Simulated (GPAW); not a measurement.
# benzene-1,4-diselenol between two Cu chains: relaxation, then transmission at several levels, part 2 of 2

How well does benzene-1,4-diselenol between two Cu chains conduct once its atoms have relaxed, and how much do cheaper levels lose?

GPAW 26.7.0; GPAW LCAO, PAW setups; relaxation of the junction within the symmetry of its start, lead ends held (the session's first sound run).

So far, transmission at the Fermi level (one spin): step 3 (GPAW, dzp) 0.330; step 4 (basis szp(dzp)) 0.281; step 5 (basis sz(dzp)) 0.235.

## Step 6: RPBE in the dzp basis: xc = "RPBE"

Level of this step: GPAW LCAO, PAW setups; Landauer transmission from Green's functions with principal layers (ASE), zero bias (GPAW).

Back in the dzp basis, the functional changes from PBE to RPBE, to set the spread between functionals beside that between bases.

File run.py:

```python
import json
import numpy as np
from ase import Atoms
from ase.transport.calculators import TransportCalculator
from gpaw import GPAW, FermiDirac
from gpaw.lcao.tools import get_lcao_hamiltonian
from scipy.linalg import eigh

# The junction with lead layers at both ends, along the third cell vector
device = Atoms(
    ['Cu', 'Cu', 'Cu', 'Cu', 'Cu', 'Cu', 'Se', 'C', 'H', 'H', 'C', 'C', 'C', 'C', 'H', 'H', 'C', 'Se', 'Cu', 'Cu', 'Cu', 'Cu', 'Cu', 'Cu'],
    positions=[
        [5.40150, 5.63313, 1.15000],
        [5.40150, 5.63313, 3.45000],
        [5.40150, 5.63313, 5.75000],
        [5.40150, 5.63313, 8.05000],
        [5.40150, 5.63313, 10.35000],
        [5.40150, 5.35422, 12.65258],
        [5.40150, 3.16678, 13.23812],
        [5.40150, 3.34402, 15.15992],
        [3.22288, 3.32572, 15.32591],
        [7.58013, 3.32572, 15.32591],
        [4.17971, 3.34720, 15.88327],
        [6.62330, 3.34719, 15.88327],
        [4.17971, 3.34720, 17.28651],
        [6.62330, 3.34720, 17.28651],
        [3.22288, 3.32572, 17.84386],
        [7.58013, 3.32572, 17.84386],
        [5.40150, 3.34402, 18.00985],
        [5.40150, 3.16678, 19.93165],
        [5.40150, 5.35422, 20.51719],
        [5.40150, 5.63313, 22.81977],
        [5.40150, 5.63313, 25.11977],
        [5.40150, 5.63313, 27.41977],
        [5.40150, 5.63313, 29.71977],
        [5.40150, 5.63313, 32.01977]],
    cell=[[10.80301, 0.0, 0.0], [0.0, 11.26627, 0.0], [0.0, 0.0, 33.16977]],
    pbc=True)

# One principal layer of the lead: the first 3 atoms of the device
lead = Atoms(
    ['Cu', 'Cu', 'Cu'],
    positions=[
        [5.40150, 5.63313, 1.15000],
        [5.40150, 5.63313, 3.45000],
        [5.40150, 5.63313, 5.75000]],
    cell=[[10.80301, 0.0, 0.0], [0.0, 11.26627, 0.0], [0.0, 0.0, 6.9]],
    pbc=True)

settings = dict(mode='lcao', basis='dzp', xc='RPBE', h=0.2,
                occupations=FermiDirac(0.1), maxiter=250,
                mixer=dict(beta=0.1, nmaxold=8, weight=100.0),
                convergence=dict(density=0.0001))
energies = np.arange(-2, 2 + 1e-9, 0.025)
eta = 0.0001
n1, n2 = 1, 1
# k and -k transmit alike, so half of the mesh across the current serves
mesh = [(i, j) for i in range(n1) for j in range(n2) if (i, j) <= (-i % n1, -j % n2)]
weights = np.array([1 if (i, j) == (-i % n1, -j % n2) else 2 for i, j in mesh]) / (n1 * n2)

# [... helper functions left out ...]
fermi_lead = ground_state(lead, (1, 1, 16), 'lead.txt')
fermi_device = ground_state(device, (1, 1, 3), 'device.txt')
# [... loop over the mesh left out, but for ...]
        # Shift the lead onto the potential of the device's first layer
        shift = ((H[:, 0, 0] - H0[:, 0, 0]) / S0[0, 0]).real.mean()
# [...]
kT = 8.617333e-5 * 300
bias = [0.1, 0.2, 0.5, 1.0, 1.5, 2.0]
# [... integrals and printing left out ...]
```

Command:

```
OMP_NUM_THREADS=1 OPENBLAS_NUM_THREADS=1 python run.py
```

The log of the run:

```text
basis functions: device 304, principal layer 45
Fermi level: lead -3.7863 eV, device -3.5872 eV; lead shifted by 0.0058 eV
largest coupling past the next layer 5.01e-05 eV, largest misfit of the first layer 0.014 eV
  E-E_F (eV)   T (one spin)  [channel counts left out]
    -2.000    2.6478e-02
    -1.975    9.3631e-03
    -1.950    1.7813e-03
[...]
1.975    8.9903e-03
     2.000    8.3916e-03
conductance at 300 K: 0.31622 G0 a cell; thermopower 1.001 uV/K
current from the zero-bias T(E) at 0.1 V: 2.4478 uA
current from the zero-bias T(E) at 0.2 V: 4.8784 uA
current from the zero-bias T(E) at 0.5 V: 12.184 uA
current from the zero-bias T(E) at 1.0 V: 34.169 uA
current from the zero-bias T(E) at 1.5 V: 44.142 uA
current from the zero-bias T(E) at 2.0 V: 51.726 uA
```

Run time: 71 s. Hardware: 1 thread of Arm Neoverse V2, shared host; peak memory 1.5 GiB.

Numbers from this step:

```
conductance                                    : 0.3162 G₀
largest coupling past the next principal layer : 5.01e-5 eV
largest misfit of the first principal layer    : 0.01411 eV
shift that aligns the lead                     : 0.005834 eV
basis functions of the junction                : 304
basis functions of a principal layer           : 45
transmission at the Fermi level (one spin)     : 0.3169
```

The conductance, 0.316 G₀, lies 4.0 % below that of the dzp run.

## Step 7: The structure as built: geometry = "as built"

The dzp basis with PBE on the structure as first built shows what the relaxation was worth.

Changes to run.py since step 6:

```diff
@@ -17,16 +17,16 @@
         [5.40150, 5.63313, 10.35000],
-        [5.40150, 5.35422, 12.65258],
-        [5.40150, 3.16678, 13.23812],
-        [5.40150, 3.34402, 15.15992],
-        [3.22288, 3.32572, 15.32591],
-        [7.58013, 3.32572, 15.32591],
-        [4.17971, 3.34720, 15.88327],
-        [6.62330, 3.34719, 15.88327],
-        [4.17971, 3.34720, 17.28651],
-        [6.62330, 3.34720, 17.28651],
-        [3.22288, 3.32572, 17.84386],
-        [7.58013, 3.32572, 17.84386],
-        [5.40150, 3.34402, 18.00985],
-        [5.40150, 3.16678, 19.93165],
-        [5.40150, 5.35422, 20.51719],
+        [5.40150, 5.63313, 12.65000],
+        [5.40150, 3.25144, 13.26572],
+        [5.40150, 3.25000, 15.18474],
+        [3.25000, 3.25068, 15.34850],
+        [7.55301, 3.25068, 15.34850],
+        [4.18982, 3.25009, 15.88555],
+        [6.61319, 3.25008, 15.88555],
+        [4.18982, 3.25009, 17.28423],
+        [6.61319, 3.25009, 17.28423],
+        [3.25000, 3.25068, 17.82127],
+        [7.55301, 3.25068, 17.82127],
+        [5.40150, 3.25000, 17.98503],
+        [5.40150, 3.25144, 19.90405],
+        [5.40150, 5.63313, 20.51977],
         [5.40150, 5.63313, 22.81977],
@@ -49,3 +49,3 @@
 
-settings = dict(mode='lcao', basis='dzp', xc='RPBE', h=0.2,
+settings = dict(mode='lcao', basis='dzp', xc='PBE', h=0.2,
                 occupations=FermiDirac(0.1), maxiter=250,
```

The log of the run:

```text
basis functions: device 304, principal layer 45
Fermi level: lead -3.9459 eV, device -3.7334 eV; lead shifted by 0.0056 eV
largest coupling past the next layer 4.59e-05 eV, largest misfit of the first layer 0.013 eV
  E-E_F (eV)   T (one spin)  [channel counts left out]
    -2.000    1.0834e-04
    -1.975    4.4800e-04
    -1.950    2.1163e-03
[...]
1.975    7.9853e-03
     2.000    7.3784e-03
conductance at 300 K: 0.34625 G0 a cell; thermopower -5.142 uV/K
current from the zero-bias T(E) at 0.1 V: 2.6784 uA
current from the zero-bias T(E) at 0.2 V: 5.3307 uA
current from the zero-bias T(E) at 0.5 V: 13.816 uA
current from the zero-bias T(E) at 1.0 V: 35.874 uA
current from the zero-bias T(E) at 1.5 V: 46.903 uA
current from the zero-bias T(E) at 2.0 V: 55.69 uA
```

Run time: 71 s. Hardware: 1 thread; peak memory 1.5 GiB.

Numbers from this step:

* conductance: 0.3462 G₀
* largest coupling past the next principal layer: 4.59e-5 eV
* largest misfit of the first principal layer: 0.01340 eV
* shift that aligns the lead: 0.005576 eV
* transmission at the Fermi level (one spin): 0.3477

One spin. Table of transmission, zone mean by energy, zero at the Fermi level:

```tsv
energy (eV)	transmission, zone mean
-2.000	1.1e-4
-1.800	0.00188
-1.625	1.56
-1.600	0.376
-1.400	0.0148
-1.275	0.988
-1.200	0.357
-1.000	0.254
-0.800	0.250
-0.600	0.250
-0.425	1.21
-0.400	0.896
-0.300	1.16
-0.200	0.301
0.000	0.348
0.200	0.375
0.400	0.359
0.600	0.305
0.800	0.230
1.000	0.154
1.200	0.0927
1.400	0.0516
1.600	0.0272
1.800	0.0141
2.000	0.00738
```

The conductance, 0.346 G₀, lies 5.1 % above that of the dzp run.

## Step 8: All levels side by side

Times are for 1 thread of Arm Neoverse V2, shared host. Results by setting:

```tsv
no.	run	conductance (G₀)	time	memory (GiB)
1	dzp	0.3294	69 s	1.5
2	szp	0.2803	58 s	1.5
3	sz	0.2349	46 s	1.4
4	dzp RPBE	0.3162	71 s	1.5
5	asbuilt	0.3462	71 s	1.5
```

## Step 9: Comparison

The curves are compared point by point over the common energies.

This step: comparison of transmission and cost over codes, levels and geometry (GPAW 26.7.0).

Ladder, by row:

```tsv
step	code	T at the Fermi level (sum over the listed spins)	conductance (G0)	r.m.s. T(E) from the first	wall time (s)	peak memory (GiB)	threads
dzp	GPAW	0.3302	0.3294	0	69.36	1.49	1
szp	GPAW	0.2807	0.2803	0.2111	58.09	1.47	1
sz	GPAW	0.2347	0.2349	0.2398	45.82	1.4	1
dzp-RPBE	GPAW	0.3169	0.3162	0.0406	71.35	1.49	1
asbuilt	GPAW	0.3477	0.3462	0.2397	71.16	1.49	1
```

The transmission, zone mean, sum over the listed spins by energy, zero at the Fermi level:

```tsv
energy (eV)	dzp	szp	sz	dzp-RPBE	asbuilt
-2.000	0.0374	3.6e-5	0.615	0.0265	1.1e-4
-1.900	0.00227	0.670	0.0558	0.00486	0.00603
-1.800	0.344	0.0983	0.0229	0.398	0.00188
-1.750	0.947	0.0549	0.0120	0.901	0.0326
-1.700	0.363	0.0351	0.00199	0.322	0.419
-1.600	0.0759	0.00872	0.841	0.0617	0.376
-1.500	0.00252	0.101	0.151	6.9e-4	0.0657
-1.425	0.258	0.911	0.103	0.290	0.0243
-1.400	0.414	0.580	0.0942	0.469	0.0148
-1.350	0.992	0.274	0.106	0.993	7.1e-4
-1.300	0.689	0.175	0.112	0.710	0.427
-1.200	0.380	0.157	0.118	0.376	0.357
-1.100	0.312	0.158	0.130	0.308	0.270
-1.000	0.286	0.171	0.139	0.279	0.254
-0.900	0.275	0.178	0.136	0.264	0.254
-0.800	0.263	0.171	0.130	0.254	0.250
-0.700	0.253	0.162	0.126	0.247	0.247
-0.600	0.257	0.166	0.132	0.258	0.250
-0.500	0.463	0.260	0.172	0.582	0.310
-0.400	1.18	1.16	1.11	1.16	0.896
-0.375	1.19	1.14	0.891	1.21	0.777
-0.350	1.24	1.14	0.842	1.20	0.849
-0.325	1.13	1.18	1.000	0.902	1.12
-0.300	0.802	1.13	1.14	0.591	1.16
-0.200	0.310	0.334	0.221	0.288	0.301
-0.100	0.333	0.291	0.250	0.320	0.316
0.000	0.330	0.281	0.235	0.317	0.348
0.100	0.322	0.270	0.227	0.309	0.366
0.200	0.306	0.256	0.219	0.295	0.375
0.300	0.285	0.238	0.211	0.276	0.372
0.400	0.258	0.219	0.202	0.252	0.359
0.500	0.230	0.200	0.194	0.225	0.336
0.600	0.200	0.181	0.186	0.198	0.305
0.700	0.172	0.164	0.178	0.170	0.268
0.800	0.146	0.148	0.170	0.147	0.230
0.900	0.122	0.134	0.172	0.122	0.190
1.000	0.101	0.121	0.159	0.101	0.154
1.100	0.0825	0.109	0.154	0.0828	0.121
1.200	0.0668	0.0989	0.150	0.0670	0.0927
1.300	0.0534	0.0895	0.148	0.0535	0.0697
1.400	0.0422	0.0811	0.146	0.0422	0.0516
1.500	0.0329	0.0737	0.146	0.0329	0.0376
1.600	0.0254	0.0672	0.147	0.0253	0.0272
1.700	0.0195	0.0618	0.151	0.0193	0.0196
1.800	0.0148	0.0576	0.156	0.0147	0.0141
1.900	0.0112	0.0546	0.166	0.0111	0.0102
2.000	0.00856	0.0532	0.180	0.00839	0.00738
```

## Step 10: Potential alignment off

Without the shift, lead and junction are matched by their Fermi levels alone.

This step: GPAW LCAO, PAW setups; Landauer transmission from Green's functions with principal layers (ASE), zero bias (GPAW 26.7.0).

Changes to run.py since step 7:

```diff
@@ -17,16 +17,16 @@
         [5.40150, 5.63313, 10.35000],
-        [5.40150, 5.63313, 12.65000],
-        [5.40150, 3.25144, 13.26572],
-        [5.40150, 3.25000, 15.18474],
-        [3.25000, 3.25068, 15.34850],
-        [7.55301, 3.25068, 15.34850],
-        [4.18982, 3.25009, 15.88555],
-        [6.61319, 3.25008, 15.88555],
-        [4.18982, 3.25009, 17.28423],
-        [6.61319, 3.25009, 17.28423],
-        [3.25000, 3.25068, 17.82127],
-        [7.55301, 3.25068, 17.82127],
-        [5.40150, 3.25000, 17.98503],
-        [5.40150, 3.25144, 19.90405],
-        [5.40150, 5.63313, 20.51977],
+        [5.40150, 5.35422, 12.65258],
+        [5.40150, 3.16678, 13.23812],
+        [5.40150, 3.34402, 15.15992],
+        [3.22288, 3.32572, 15.32591],
+        [7.58013, 3.32572, 15.32591],
+        [4.17971, 3.34720, 15.88327],
+        [6.62330, 3.34719, 15.88327],
+        [4.17971, 3.34720, 17.28651],
+        [6.62330, 3.34720, 17.28651],
+        [3.22288, 3.32572, 17.84386],
+        [7.58013, 3.32572, 17.84386],
+        [5.40150, 3.34402, 18.00985],
+        [5.40150, 3.16678, 19.93165],
+        [5.40150, 5.35422, 20.51719],
         [5.40150, 5.63313, 22.81977],
@@ -64,4 +64,4 @@
 # [... loop over the mesh left out, but for ...]
-        # Shift the lead onto the potential of the device's first layer
-        shift = ((H[:, 0, 0] - H0[:, 0, 0]) / S0[0, 0]).real.mean()
+        # Lead and device are aligned by their Fermi levels alone
+        shift = 0.0
 # [...]
```

The log of the run:

```text
basis functions: device 304, principal layer 45
Fermi level: lead -3.9459 eV, device -3.7282 eV; lead shifted by 0.0000 eV
largest coupling past the next layer 4.59e-05 eV, largest misfit of the first layer 0.015 eV
  E-E_F (eV)   T (one spin)  [channel counts left out]
    -2.000    3.7406e-02
    -1.975    1.4950e-02
    -1.950    4.2460e-03
    -1.925    1.2067e-04
    -1.900    2.2778e-03
    -1.875    1.4075e-02
    -1.850    7.9440e-02
    -1.825    1.2987e-01
    -1.800    3.4478e-01
    -1.775    8.0050e-01
    -1.750    9.4741e-01
    -1.725    5.7985e-01
    -1.700    3.6366e-01
    -1.675    2.3934e-01
    -1.650    1.6310e-01
    -1.625    1.1235e-01
[...]
1.825    1.3757e-02
     1.850    1.2841e-02
     1.875    1.1986e-02
     1.900    1.1190e-02
     1.925    1.0449e-02
     1.950    9.7599e-03
     1.975    9.1195e-03
     2.000    8.5252e-03
conductance at 300 K: 0.33089 G0 a cell; thermopower 1.063 uV/K
current from the zero-bias T(E) at 0.1 V: 2.5608 uA
current from the zero-bias T(E) at 0.2 V: 5.1012 uA
current from the zero-bias T(E) at 0.5 V: 12.896 uA
current from the zero-bias T(E) at 1.0 V: 35.585 uA
current from the zero-bias T(E) at 1.5 V: 45.288 uA
current from the zero-bias T(E) at 2.0 V: 53.065 uA
```

Elapsed: 69 s, on 1 thread; peak memory 1.5 GiB.

This step gave:

| Item | Value |
| --- | --- |
| conductance | 0.3309 G₀ |
| largest misfit of the first principal layer | 0.01475 eV |
| shift that aligns the lead | 0 eV |
| transmission at the Fermi level (one spin) | 0.3318 |

One spin. Transmission, zone mean against energy, zero at the Fermi level:

```tsv
energy (eV)	transmission, zone mean
-2.000	0.0374
-1.900	0.00228
-1.800	0.345
-1.750	0.947
-1.700	0.364
-1.600	0.0761
-1.500	0.00252
-1.400	0.412
-1.350	0.992
-1.300	0.687
-1.200	0.372
-1.100	0.313
-1.000	0.285
-0.900	0.275
-0.800	0.266
-0.700	0.254
-0.600	0.256
-0.500	0.464
-0.400	1.19
-0.350	1.24
-0.300	0.812
-0.200	0.308
-0.100	0.334
0.000	0.332
0.100	0.323
0.200	0.307
0.300	0.284
0.400	0.257
0.500	0.229
0.600	0.199
0.700	0.171
0.800	0.146
0.900	0.122
1.000	0.101
1.100	0.0829
1.200	0.0671
1.300	0.0536
1.400	0.0422
1.500	0.0329
1.600	0.0254
1.700	0.0194
1.800	0.0147
1.900	0.0112
2.000	0.00853
```

Not self-consistent under bias; the bias window is split evenly. Current through one cell, from the zero-bias transmission against bias:

```tsv
bias (V)	current through one cell, from the zero-bias transmission (μA)
0.100	2.56
0.200	5.10
0.500	12.9
1.000	35.6
1.500	45.3
2.000	53.1
```

The transmission of the three most open eigenchannels by energy, zero at the Fermi level:

```tsv
energy (eV)	channel 1	channel 2	channel 3
-2.000	0.0374	0	0
-1.900	0.00228	0	0
-1.800	0.345	8.9e-12	0
-1.700	0.362	0.00128	2.2e-4
-1.600	0.0752	9.1e-4	2.5e-5
-1.500	0.00217	3.3e-4	1.3e-5
-1.400	0.412	5.4e-4	1.7e-5
-1.300	0.687	2.1e-4	2.9e-5
-1.200	0.372	1.5e-4	5.3e-5
-1.100	0.313	1.0e-4	9.1e-5
-1.000	0.285	2.1e-4	5.5e-5
-0.900	0.274	4.8e-4	3.4e-5
-0.800	0.264	0.00130	2.2e-5
-0.700	0.250	0.00406	1.3e-5
-0.600	0.237	0.0189	9.1e-6
-0.500	0.235	0.229	4.9e-6
-0.400	0.948	0.239	3.5e-6
-0.300	0.551	0.261	2.3e-6
-0.200	0.273	0.0349	1.1e-6
-0.100	0.334	8.6e-12	0
0.000	0.332	0	0
0.100	0.323	0	0
0.200	0.307	0	0
0.300	0.284	0	0
0.400	0.257	0	0
0.500	0.229	0	0
0.600	0.199	0	0
0.700	0.171	0	0
0.800	0.146	0	0
0.900	0.122	0	0
1.000	0.101	0	0
1.100	0.0829	0	0
1.200	0.0671	0	0
1.300	0.0536	0	0
1.400	0.0422	0	0
1.500	0.0329	0	0
1.600	0.0254	0	0
1.700	0.0194	0	0
1.800	0.0147	0	0
1.900	0.0112	0	0
2.000	0.00853	0	0
```

The conductance, 0.331 G₀, lies 0.5 % above that of the dzp run.

## Step 11: Outcome

* conductance: 0.329 G₀
* transmission at the Fermi level, mean of the spins: 0.330

In the dzp basis the junction conducts 0.329 G₀ at 300 K, with T = 0.330 a spin at the Fermi level; no smaller basis tried comes within 10 % of that conductance. Relaxation moved atoms by up to 0.28 Å and took the conductance from 0.346 to 0.329 G₀, as a ratio a smaller change than the step from dzp to the minimal basis. At the Fermi level one eigenchannel carries the current (0.33). Measured against the first run (dzp), the nearest curve is that of dzp-RPBE (r.m.s. 0.041) and the farthest that of sz (0.24). Over the compared runs wall time goes from 46 s (sz) to 71 s (dzp-RPBE), on a shared host. The leads kept an estimated spacing and the cell its length, so the junction may be under some tension or compression. The geometry comes from the orbital basis, which tends to overbind, and kept the symmetry of the start, so a structure of lower symmetry may lie lower. Semilocal functionals put molecular levels too near the Fermi level, so such conductances usually come out too high, and chain electrodes have a sharper density of states than real ones. An evenly spaced straight chain is an idealisation: free chains tend to dimerise, zigzag or, where a band edge lies near the Fermi level, turn magnetic. The currents use the zero-bias T(E) throughout, which holds only while the bias is small against the distance to the nearest feature. The thermopower isn't quoted: it samples T(E) farther from the Fermi level than the conductance does, and the energy grid wasn't tested for it.

[Logs are printed without paths, hosts, clocks, repeated set-up lines and the standing remarks that a program may print on its own settings, such as how far it seeks lower states.]

[Hosts, paths, dates, database ids (printed as entryN), source tags and the programs' standing remarks are cut or masked in the printed files.]
